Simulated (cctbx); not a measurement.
# Accept or mend?

Cell a = 4.2950 Å, b = 5.6080 Å, c = 7.5180 Å, α = 90.00°, β = 90.33°, γ = 90.00°; space group P2_1/c (no. 14). The compound is PrBe.

Simulated single-crystal data (cctbx): Cu Kα, λ = 1.54184 Å, to d = 0.83 Å, 70 % of the full sphere, strongest reflection 70000 counts, noise from counting, a 3 % proportional error and a noise floor of 2 counts (s.d.); no absorption.

An anisotropic refinement with weights 1/σ² prints:

```text
Rint 0.017, 21 unique reflections to 2.01 A
cycle     R1     wR2    GooF  max shift (A)
   1  0.0099  0.0297   3.231   0.11535
   3  0.0013  0.0033   0.362   0.00003
final R1 0.0013 wR2 0.0033 GooF 0.362  parameters 18  data/parameter 1.2
atom        x        y        z      Ueq    occ   su(xyz)  su(Uiso or U11)
Pr1    0.76000  0.62881  0.32560   0.0345  1.000  0.00016  0.0054
Be1    0.74724  0.11025  0.47024  -0.1092  1.000  0.00230  0.0258  NPD
difference map: max 0.02 min -0.02 rms 0.01
Q1    0.4428  0.6126  0.6963    4    0.02  1.62 A from Pr1
Q2    0.3333  0.5833  0.7500    4    0.02  1.38 A from Pr1
Q3    0.0000  0.0000  0.5000    2    0.02  1.27 A from Be1
Q4    0.1207  0.5580  0.9181    4    0.02  1.05 A from Be1
```

Q: Accept it or mend it, and why?

Mend it. The fault: data cut at low resolution. Against the right model at the same level, R1 goes from 0.0094 to 0.0013 and GooF from 0.93 to 0.36, U of Pr1 swells from 0.0091 to 0.0345 Å² and Be1 goes non-positive-definite. The atoms are right, but there are too few data for the parameters: R1 flatters and the s.u.s grow. Data per parameter fall from 18.4 to 1.2.

The compound is PrBe. The right model at the same level gives:

```text
Rint 0.019, 331 unique reflections to 0.83 A
cycle     R1     wR2    GooF  max shift (A)
   1  0.0258  0.0821   3.415   0.01229
   2  0.0094  0.0225   0.934   0.00046
final R1 0.0094 wR2 0.0225 GooF 0.934  parameters 18  data/parameter 18.4
atom        x        y        z      Ueq    occ   su(xyz)  su(Uiso or U11)
Pr1    0.75949  0.62862  0.32530   0.0091  1.000  0.00003  0.0001
Be1    0.75981  0.11832  0.45771   0.0203  1.000  0.00092  0.0022
difference map: max 0.50 min -0.37 rms 0.12
Q1    0.1545  0.6525  0.7107    4    0.53  1.64 A from Pr1
Q2    0.3333  0.6541  0.9239    4    0.49  1.00 A from Be1
Q3    0.1178  0.9872  0.9676    4    0.39  1.82 A from Pr1
Q4    0.0146  0.2491  0.7053    4    0.38  1.21 A from Pr1
Q5    0.5000  0.0000  0.5000    2    0.37  1.34 A from Be1
Q6    0.3220  0.1164  0.9103    4    0.36  2.02 A from Pr1
```

Isotropic U is held between 0.0001 and 1 Å² by the program, and listed peak heights are interpolated, so they can pass the grid's maximum.

The model was made for the exercise: a known structure type with other elements put in, its volume estimated, not relaxed; displacement parameters are assumed.

[Middle refinement cycles are left out of these outputs.]

[Logs are printed without paths, hosts, clocks, repeated set-up lines and the standing remarks that a program may print on its own settings, such as how far it seeks lower states.]
